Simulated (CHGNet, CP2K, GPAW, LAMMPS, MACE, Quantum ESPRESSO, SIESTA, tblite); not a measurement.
**Quantum ESPRESSO on glassy 67P2O5-33MgO (mol %) (80 atoms): settings compared**

How far do other settings of Quantum ESPRESSO move the forces in glassy 67P2O5-33MgO (mol %) (80 atoms)? One run of the same program serves as the yardstick.

Method: the method is named at each step, in Quantum ESPRESSO 7.5.

## 1. Starting point

The cell holds 80 atoms: 20 P, 5 Mg and 55 O. Its edges and angles: a = 10.514 Å, b = 10.514 Å, c = 10.514 Å, α = 90.0°, β = 90.0°, γ = 90.0°. 80 atoms (20 P, 5 Mg, 55 O) placed at random at 2.32 g/cm³, melted at 4000 K for 10 ps at fixed volume with the Morse and Coulomb pair potential with partial charges (Pedone, Malavasi, Menziani, Cormack and Segre, J. Phys. Chem. B 110, 11780 (2006)). Quenched from 4000 K to 300 K at 25 K/ps and fixed volume, held 5 ps.

The yardstick, on the same geometry:

```
method                                           : Kohn-Sham DFT, PBE, SSSP efficiency 1.3.0 pseudopotentials, plane waves (Quantum ESPRESSO 7.5); sssp-pbe-1.3.0-efficiency, cutoffs 60/480 Ry, Γ point
r.m.s. force component                           : 1.479 eV/Å
longest force                                    : 6.598 eV/Å
pressure                                         : 2.266 GPa
gap (highest filled to lowest empty level) : 1.154 eV
time                                             : 4.8 min on 2 MPI ranks of Arm Neoverse V1, shared host
CPU time                                         : 9.6 min
```

## 2. PBE, sssp-1.3.0-efficiency, 30/240 Ry

Method: Kohn-Sham DFT, PBE, SSSP efficiency 1.3.0 pseudopotentials, plane waves.

pw.in

```
&control
  calculation = 'scf'
  pseudo_dir = './pseudo'
  outdir = './tmp'
  disk_io = 'none'
  tprnfor = .true.
  tstress = .true.
/
&system
  ibrav = 0
  nat = 80
  ntyp = 3
  ecutwfc = 30
  ecutrho = 240
  nosym = .true.
  occupations = 'smearing'
  smearing = 'fd'
  degauss = 0.003675
/
&electrons
  conv_thr = 4.0e-07
  electron_maxstep = 100
  mixing_beta = 0.4
  mixing_mode = 'plain'
  diagonalization = 'david'
/
ATOMIC_SPECIES
P 30.974 P.upf
Mg 24.305 Mg.upf
O 15.999 O.upf
CELL_PARAMETERS angstrom
10.51380 0.00000 0.00000
0.00000 10.51380 0.00000
0.00000 0.00000 10.51380
ATOMIC_POSITIONS crystal
P 0.07919 0.07535 0.56718
P 0.57606 0.45722 0.08684
P 0.52913 0.34933 0.58552
P 0.04384 0.54973 0.69074
P 0.64198 0.29196 0.85402
P 0.52132 0.99295 0.22851
P 0.39870 0.68560 0.05716
P 0.19398 0.36574 0.27574
P 0.92547 0.37613 0.89145
P 0.20089 0.98943 0.81809
P 0.99037 0.85404 0.98102
P 0.59078 0.08698 0.49529
P 0.56360 0.61594 0.46943
P 0.98653 0.34062 0.48698
P 0.85401 0.52924 0.13639
P 0.30234 0.63351 0.32798
P 0.75683 0.80149 0.80217
P 0.82451 0.91935 0.54322
P 0.95186 0.08114 0.16345
P 0.30673 0.53777 0.82552
Mg 0.21529 0.26760 0.97051
Mg 0.75580 0.77181 0.27015
Mg 0.52781 0.98468 0.93662
Mg 0.45909 0.83963 0.68679
Mg 0.23456 0.06770 0.29749
O 0.62540 0.85807 0.81646
O 0.01039 0.68197 0.67281
O 0.27980 0.25534 0.30318
O 0.15745 0.04891 0.45648
O 0.21302 0.72465 0.38892
O 0.58727 0.33666 0.72461
O 0.32062 0.40556 0.88333
O 0.17388 0.37237 0.13339
O 0.86696 0.84054 0.89923
O 0.42463 0.61391 0.40705
O 0.57644 0.06479 0.35275
O 0.94952 0.94175 0.09197
O 0.90953 0.06687 0.29608
O 0.14046 0.03949 0.69394
O 0.34853 0.67354 0.19321
O 0.54669 0.06033 0.10670
O 0.57035 0.73287 0.55631
O 0.65304 0.62804 0.35904
O 0.29930 0.88830 0.78098
O 0.49481 0.01496 0.57992
O 0.83042 0.67078 0.13179
O 0.95336 0.99269 0.56501
O 0.80303 0.85933 0.67601
O 0.43369 0.81593 0.01303
O 0.78913 0.32471 0.85307
O 0.50897 0.58597 0.05925
O 0.02560 0.27814 0.89350
O 0.09339 0.09658 0.16979
O 0.03250 0.21683 0.56629
O 0.38458 0.97100 0.26371
O 0.58054 0.22971 0.52138
[... 20 atom lines left out ...]
O 0.03547 0.45652 0.57126
O 0.60003 0.86822 0.22528
O 0.87668 0.18071 0.09513
O 0.91938 0.49392 0.25760
K_POINTS gamma
```

Started as:

```sh
$ OMP_NUM_THREADS=1 mpirun -np 2 pw.x -in pw.in > output.txt
```

Output:

```text
Program PWSCF
     gamma-point specific algorithms are used
     Parallelization info
     sticks:   dense  smooth     PW     G-vecs:    dense   smooth      PW
     Min        3758    1879    474               246026    86959   10910
     Max        3763    1882    475               246031    86966   10913
     Sum        7521    3761    949               492057   173925   21823
     bravais-lattice index     =            0
     lattice parameter (alat)  =      19.8682  a.u.
     unit-cell volume          =    7842.8830 (a.u.)^3
     number of atoms/cell      =           80
     number of atomic types    =            3
     number of electrons       =       440.00
     number of Kohn-Sham states=          264
     kinetic-energy cutoff     =      30.0000  Ry
     charge density cutoff     =     240.0000  Ry
     scf convergence threshold =      4.0E-07
     mixing beta               =       0.4000
     number of iterations used =            8  plain     mixing
     Exchange-correlation= SLA  PW   PBX  PBC
                           (   1   4   3   4   0   0   0)
     crystal axes: (cart. coord. in units of alat)
               a(1) = (   1.000000   0.000000   0.000000 )
               a(2) = (   0.000000   1.000000   0.000000 )
               a(3) = (   0.000000   0.000000   1.000000 )
     reciprocal axes: (cart. coord. in units 2 pi/alat)
               b(1) = (  1.000000  0.000000  0.000000 )
               b(2) = (  0.000000  1.000000  0.000000 )
               b(3) = (  0.000000  0.000000  1.000000 )
     PseudoPot. # 1 for P :
     Pseudo is Ultrasoft + core correction, Zval =  5.0
     PseudoPot. # 2 for Mg:
     Pseudo is Projector augmented-wave + core cor, Zval =  2.0
     PseudoPot. # 3 for O :
     Pseudo is Projector augmented-wave + core cor, Zval =  6.0
     atomic species   valence    mass     pseudopotential
     P                 5.00    30.97400     P ( 1.00)
     Mg                2.00    24.30500     Mg( 1.00)
     O                 6.00    15.99900     O ( 1.00)
     No symmetry found
   Cartesian axes
     number of k points=     1  Fermi-Dirac smearing, width (Ry)=  0.0037
                       cart. coord. in units 2pi/alat
        k(    1) = (   0.0000000   0.0000000   0.0000000), wk =   2.0000000
     Dense  grid:   246029 G-vectors     FFT dimensions: ( 100, 100, 100)
     Smooth grid:    86963 G-vectors     FFT dimensions: (  72,  72,  72)
     Check: negative core charge=   -0.000011
     Initial potential from superposition of free atoms
     starting charge     439.9921, renormalised to     440.0000
     Starting wfcs are  320 randomized atomic wfcs
     Self-consistent Calculation
     iteration #  1     ecut=    30.00 Ry     beta= 0.40
     total energy              =   -2736.50645596 Ry
     estimated scf accuracy    <      18.92226397 Ry
     iteration #  2     ecut=    30.00 Ry     beta= 0.40
     total energy              =   -2740.66748560 Ry
     estimated scf accuracy    <       1.18306324 Ry
     iteration #  3     ecut=    30.00 Ry     beta= 0.40
     total energy              =   -2740.73976885 Ry
     estimated scf accuracy    <       0.30509031 Ry
     iteration #  4     ecut=    30.00 Ry     beta= 0.40
     negative rho (up, down):  3.131E-05 0.000E+00
     total energy              =   -2740.75650417 Ry
     estimated scf accuracy    <       0.05578393 Ry
     iteration #  5     ecut=    30.00 Ry     beta= 0.40
     negative rho (up, down):  6.300E-05 0.000E+00
     total energy              =   -2740.75987745 Ry
     estimated scf accuracy    <       0.00564564 Ry
     iteration #  6     ecut=    30.00 Ry     beta= 0.40
     negative rho (up, down):  6.881E-05 0.000E+00
     total energy              =   -2740.76111641 Ry
     estimated scf accuracy    <       0.00087184 Ry
     iteration #  7     ecut=    30.00 Ry     beta= 0.40
     negative rho (up, down):  6.292E-05 0.000E+00
     total energy              =   -2740.76150747 Ry
     estimated scf accuracy    <       0.00034199 Ry
     iteration #  8     ecut=    30.00 Ry     beta= 0.40
     negative rho (up, down):  5.469E-05 0.000E+00
     total energy              =   -2740.76156669 Ry
     estimated scf accuracy    <       0.00001499 Ry
     iteration #  9     ecut=    30.00 Ry     beta= 0.40
     negative rho (up, down):  5.275E-05 0.000E+00
     total energy              =   -2740.76157031 Ry
     estimated scf accuracy    <       0.00001191 Ry
     iteration # 10     ecut=    30.00 Ry     beta= 0.40
     negative rho (up, down):  5.082E-05 0.000E+00
     total energy              =   -2740.76157198 Ry
     estimated scf accuracy    <       0.00000064 Ry
     iteration # 11     ecut=    30.00 Ry     beta= 0.40
     negative rho (up, down):  4.982E-05 0.000E+00
     End of self-consistent calculation
          k = 0.0000 0.0000 0.0000 ( 10912 PWs)   bands (ev):
   -22.1136 -21.8482 -21.6378 -21.4043 -21.3314 -21.1378 -20.7516 -20.6153
   -20.4858 -20.3112 -20.2185 -20.1435 -19.8973 -19.7300 -19.6761 -19.5919
   -19.5480 -19.3677 -19.0847 -18.9745 -18.9162 -18.8128 -18.6681 -18.5151
   -18.0805 -17.8727 -17.7575 -17.7326 -17.5940 -17.4702 -17.3471 -17.2915
   -17.2079 -16.9501 -16.9365 -16.8174 -16.7767 -16.6827 -16.4149 -16.3368
   -16.3034 -16.1388 -15.9673 -15.8639 -15.7733 -15.7544 -15.5828 -15.3563
   -15.3306 -15.2861 -15.0569 -14.8841 -14.6988 -13.6329 -12.9931 -12.3615
   -11.9923 -11.7439 -11.3733 -11.1340 -10.9534 -10.4822 -10.1619 -10.0085
    -9.7291  -9.5551  -9.2986  -9.1044  -8.9362  -8.8468  -8.7355  -8.5350
    -8.3916  -8.0191  -7.9421  -7.8459  -7.6830  -7.5955  -7.5286  -6.7033
    -5.5022  -5.3315  -5.0984  -5.0738  -4.9908  -4.8642  -4.6333  -4.6215
    -4.5927  -4.4704  -4.3256  -4.2717  -4.1462  -4.0841  -4.0631  -3.9967
[...]
6.9551   7.1960   7.5142   7.6446   7.6896   7.8868   7.9084   8.0285
     8.1167   8.2448   8.3688   8.5295   8.5855   8.6411   8.7422   8.8899
     8.9581   9.0660   9.1504   9.1558   9.2504   9.2879   9.4188   9.4430
     9.5232   9.6158   9.6954   9.7306   9.7649   9.8236   9.8529   9.9179
     9.9538  10.0264  10.1132  10.1425  10.1989  10.2881  10.3705  10.4311
     the Fermi energy is     4.9189 ev
!    total energy              =   -2740.76157256 Ry
     estimated scf accuracy    <       0.00000017 Ry
     smearing contrib. (-TS)   =      -0.00000331 Ry
     internal energy E=F+TS    =   -2740.76156925 Ry
     The total energy is F=E-TS. E is the sum of the following terms:
     one-electron contribution =   -1441.60337021 Ry
     hartree contribution      =     931.41982653 Ry
     xc contribution           =    -513.45160248 Ry
     ewald contribution        =   -1037.73677612 Ry
     one-center paw contrib.   =    -679.38964696 Ry
     convergence has been achieved in  11 iterations
     negative rho (up, down):  4.982E-05 0.000E+00
     Forces acting on atoms (cartesian axes, Ry/au):
     atom    1 type  1   force =    -0.08101871    0.01330160   -0.08992726
     atom    2 type  1   force =    -0.06281754   -0.03170621    0.10362245
     atom    3 type  1   force =    -0.22470032    0.10165298    0.06564989
     atom    4 type  1   force =     0.01373053    0.00566675   -0.02357298
     atom    5 type  1   force =     0.01240971   -0.04912538    0.03733249
     atom    6 type  1   force =     0.03543311   -0.16550271   -0.01982904
     atom    7 type  1   force =     0.05574211    0.02567684   -0.10743537
     atom    8 type  1   force =     0.02834326   -0.10287651   -0.11082751
     atom    9 type  1   force =     0.01824809    0.00267652    0.07692341
     atom   10 type  1   force =     0.05877234   -0.10175906    0.08868908
     atom   11 type  1   force =    -0.00982223   -0.04655232    0.07060055
     atom   12 type  1   force =    -0.09572106   -0.19693623    0.04689894
[...]
atom   76 type  3   force =    -0.00580664   -0.03681209   -0.00397400
     atom   77 type  3   force =     0.06471370    0.03023098   -0.00435526
     atom   78 type  3   force =     0.00270776    0.01389551    0.02167696
     atom   79 type  3   force =    -0.01431375    0.00185707   -0.06738617
     atom   80 type  3   force =    -0.01699582   -0.02153349   -0.04584364
     Total force =     0.886011     Total SCF correction =     0.000996
     Computing stress (Cartesian axis) and pressure
     negative rho (up, down):  4.982E-05 0.000E+00
          total   stress  (Ry/bohr**3)                   (kbar)     P=     -313.87
  -0.00209359  -0.00000059   0.00000509         -307.98       -0.09        0.75
  -0.00000059  -0.00220807  -0.00004712           -0.09     -324.82       -6.93
   0.00000509  -0.00004712  -0.00209937            0.75       -6.93     -308.83
     Message from routine punch:
     Nothing written, as per user request (disk_io='none')
```

Run time: 2 min. Hardware: 2 MPI ranks of Arm Neoverse V1, shared host; peak memory 1.2 GiB; 4.1 min of CPU time.

Banners, paths, timers and routine set-up lines are dropped from the logs unmarked, and long logs keep their key lines alone; longer cuts are marked.

Compared with the plane-wave run:

- r.m.s. force component: 1.47 eV/Å
- r.m.s. difference of force components: 53.07 meV/Å
- longest difference of force vectors: 218.1 meV/Å
- force difference over r.m.s. force: 3.589 %
- slope of forces against the reference's: 0.9938
- correlation of force components: 0.9994
- gap (highest filled to lowest empty level): 1.087 eV
- gap difference: -0.0666 eV
- pressure: -31.39 GPa
- pressure difference: -33.65 GPa
- energy less the same-level run's: 592.8 meV/atom
- r.m.s. force difference from the same-level run: 53.07 meV/Å

This is a coarse setting, run to see what it loses.

Length of the force difference by element (eV/Å):

| element | atoms | mean | most |
| --- | --- | --- | --- |
| Mg | 5 | 0.012 | 0.018 |
| O | 55 | 0.095 | 0.22 |
| P | 20 | 0.054 | 0.095 |

Levels nearest the highest filled one (eV from it): -2.57, -2.54, -2.43, -2.34, -2.22, -2.16, -2.10, -1.82, -1.78, -1.19, -0.73, 0.00, 1.09, 1.93, 2.24, 2.33, 2.58, 2.82, 3.14, 3.27, 3.31, 3.51, 3.53, 3.65.

A closer look about Mg24, one of the 5 Mg atoms: 9 atoms, nearest first, numbered in the order of the input, with positions taken from that point.

| atom | x | y | z | distance (Å) | bonds | Fx | Fy | Fz (eV/Å) |
| --- | --- | --- | --- | --- | --- | --- | --- | --- |
| Mg24 | 0.00 | 0.00 | 0.00 | 0.00 | 4 | 0.74 | -0.89 | -0.94 |
| O44 | -1.68 | 0.51 | 0.99 | 2.02 | 2 | 0.34 | 0.48 | -0.36 |
| O42 | 1.17 | -1.12 | -1.37 | 2.12 | 2 | -1.02 | -0.99 | 0.77 |
| O45 | 0.38 | 1.84 | -1.12 | 2.19 | 2 | 0.71 | 0.80 | -0.57 |
| O26 | 1.75 | 0.19 | 1.36 | 2.23 | 3 | -2.44 | 2.52 | 1.07 |
| O65 | -0.48 | -2.72 | 0.58 | 2.82 | 1 | -0.03 | 0.90 | -0.82 |
| Mg23 | 0.72 | 1.53 | 2.63 | 3.12 | 4 | 0.65 | -0.13 | 1.07 |
| P17 | 3.13 | -0.40 | 1.21 | 3.38 | 4 | 0.37 | -5.66 | 1.58 |
| P10 | -2.71 | 1.57 | 1.38 | 3.43 | 4 | 1.51 | -2.62 | 2.28 |

Forces lie 3.6 % from the reference's, at 0.42 times its CPU time.

Within one program, basis, potentials and functional, energies share a zero. Each run against its twin at the usual cutoff or grid and solver:

| run | twin | Δ energy (meV/atom) | Δ force, r.m.s. (meV/Å) | CPU time over the twin's |
| --- | --- | --- | --- | --- |
| QE PBE, sssp-1.3.0-efficiency, 30/240 Ry | sssp-1.3.0-efficiency, 60/480 Ry | 593 | 53.1 | 0.42 |

## 3. What came out

```json
{"force difference from the reference": "QE PBE, sssp-1.3.0-efficiency, 30/240 Ry (coarse), 3.6 %", "its CPU time": "4.1 min"}
```

Runs with settings chosen to be coarse differ by 3.6 % (QE PBE, sssp-1.3.0-efficiency, 30/240 Ry). One electronic-structure run takes under half the reference's CPU time: QE PBE, sssp-1.3.0-efficiency, 30/240 Ry, at 3.6 % in 4.1 min against 9.6 min; its pressure misses by -33.7 GPa. At the same functional, the gap of QE PBE, sssp-1.3.0-efficiency, 30/240 Ry lies 0.07 eV below the reference's 1.15 eV. In pressure, QE PBE, sssp-1.3.0-efficiency, 30/240 Ry misses by -33.7 GPa, at the same functional; a cutoff this low leaves a large Pulay stress. The reference's pressure holds the uncorrected Pulay stress of its 60 Ry basis, so small pressure differences, and their order, may be the reference's own error. The quench rate of 25 K/ps is many orders above laboratory rates, so the cell is likely richer in defects and strain than a real sample. The network of bonds at the start is that of the classical potential that made the cell, and needn't be the one that DFT or experiment would give. The electronic-structure runs sample only Γ, in a cell whose shortest periodic width is 11 Å.

[Also dropped from logs without a mark: logging warnings of Python, and SIESTA's first energy breakdown and zero terms.]

[Logs are printed without paths, hosts, clocks, repeated set-up lines and the standing remarks that a program may print on its own settings, such as how far it seeks lower states.]

[Hosts, paths, dates, database ids (printed as entryN), source tags and the programs' standing remarks are cut or masked in the printed files.]
